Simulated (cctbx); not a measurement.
# Diagnosing a refinement

Cell a = 13.8860 Å, b = 21.2780 Å, c = 3.6730 Å, α = 90.00°, β = 90.00°, γ = 90.00°; space group Cmmm (no. 65). The compound is Sm11Mn5In4Ni4.

The data are simulated with cctbx, not measured: Ag Kα, λ = 0.56087 Å, to d = 0.7 Å, 50 % of the full sphere, strongest reflection 70000 counts, noise from counting, a 4 % proportional error and a noise floor of 2 counts (s.d.); no absorption.

An anisotropic refinement with weights 1/σ² prints:

```text
Rint 0.030, 976 unique reflections to 0.70 A
cycle     R1     wR2    GooF  max shift (A)
   1  0.2602  0.5594  14.880   0.03770
   3  0.2295  0.4938  13.135   0.00001
final R1 0.2295 wR2 0.4938 GooF 13.135  parameters 36  data/parameter 27.1
atom        x        y        z      Ueq    occ   su(xyz)  su(Uiso or U11)
Sm1    0.00000  0.00000  0.00000   0.0128  1.000  0.00000  0.0029
Sm2    0.69502  0.00000  0.00000   0.0138  1.000  0.00033  0.0020
Sm3    0.50000  0.87588  0.00000   0.0144  1.000  0.00021  0.0021
Sm4    0.50000  0.66076  0.00000   0.0153  1.000  0.00023  0.0022
Sm5    0.75344  0.82807  0.00000   0.0137  1.000  0.00025  0.0018
In1    0.84788  0.93220  0.50000   0.0162  1.000  0.00037  0.0023
Ni1    0.65355  0.89668  0.50000   0.0124  1.000  0.00060  0.0040
Mn1    0.50000  0.00000  0.50000   0.0204  1.000  0.00000  0.0074
difference map: max 94.83 min -9.75 rms 4.50
Q1    0.1060  0.2630  0.5000    8   99.88  2.92 A from Ni1
Q2    0.1910  0.5000  0.0000    4   59.31  0.06 A from Sm2
Q3    0.0000  0.3724  0.0000    4   54.22  0.07 A from Sm3
Q4    0.0000  0.0000  0.0000    2   53.32  0.00 A from Sm1
Q5    0.0000  0.1580  0.0000    4   52.95  0.06 A from Sm4
Q6    0.2455  0.1732  0.0000    8   52.66  0.03 A from Sm5
```

**Question.** Can this result stand? If not, what is the likely fault?

Mend it. The fault: an atom left out, Mn at (0.3942, 0.2368, 1/2). Against the right model at the same level, R1 goes from 0.0140 to 0.2295 and GooF from 0.94 to 13.13 and the top difference peak, 99.9 e/Å³, lies 2.92 Å from Ni1. Q1 is the missing atom. With scattering power missing, scale and phases suffer, so peaks may also grow on the heavy atoms.

The compound is Sm11Mn5In4Ni4. The right model at the same level gives:

```text
Rint 0.030, 976 unique reflections to 0.70 A
cycle     R1     wR2    GooF  max shift (A)
   1  0.0639  0.1816   4.845   0.01288
   2  0.0140  0.0352   0.939   0.00000
final R1 0.0140 wR2 0.0352 GooF 0.939  parameters 42  data/parameter 23.2
atom        x        y        z      Ueq    occ   su(xyz)  su(Uiso or U11)
Sm1    0.00000  0.00000  0.00000   0.0185  1.000  0.00000  0.0002
Sm2    0.69430  0.00000  0.00000   0.0182  1.000  0.00002  0.0001
Sm3    0.50000  0.87540  0.00000   0.0193  1.000  0.00001  0.0001
Sm4    0.50000  0.66028  0.00000   0.0197  1.000  0.00001  0.0001
Sm5    0.75353  0.82801  0.00000   0.0189  1.000  0.00002  0.0001
In1    0.84879  0.93151  0.50000   0.0206  1.000  0.00002  0.0002
Ni1    0.65181  0.89796  0.50000   0.0161  1.000  0.00004  0.0002
Mn1    0.50000  0.00000  0.50000   0.0264  1.000  0.00000  0.0006
Mn2    0.39420  0.23682  0.50000   0.0179  1.000  0.00005  0.0003
difference map: max 1.13 min -0.99 rms 0.21
Q1    0.0772  0.4198  0.5000    8    1.14  1.14 A from Ni1
Q2    0.0000  0.3268  0.0000    4    0.95  1.03 A from Sm3
Q3    0.0784  0.3559  0.0000    8    0.94  1.17 A from Sm3
Q4    0.1979  0.3834  0.5000    8    0.92  0.71 A from Ni1
Q5    0.1840  0.5000  0.5000    4    0.88  1.84 A from Sm2
Q6    0.0452  0.5000  0.1966    8    0.80  1.28 A from Mn1
```

Isotropic U is held between 0.0001 and 1 Å² by the program, and listed peak heights are interpolated, so they can pass the grid's maximum.

The model is made up (kin elements in a known structure type, no relaxation), so it says nothing on whether the phase exists.

[Middle refinement cycles are left out of these outputs.]

[Logs are printed without paths, hosts, clocks, repeated set-up lines and the standing remarks that a program may print on its own settings, such as how far it seeks lower states.]
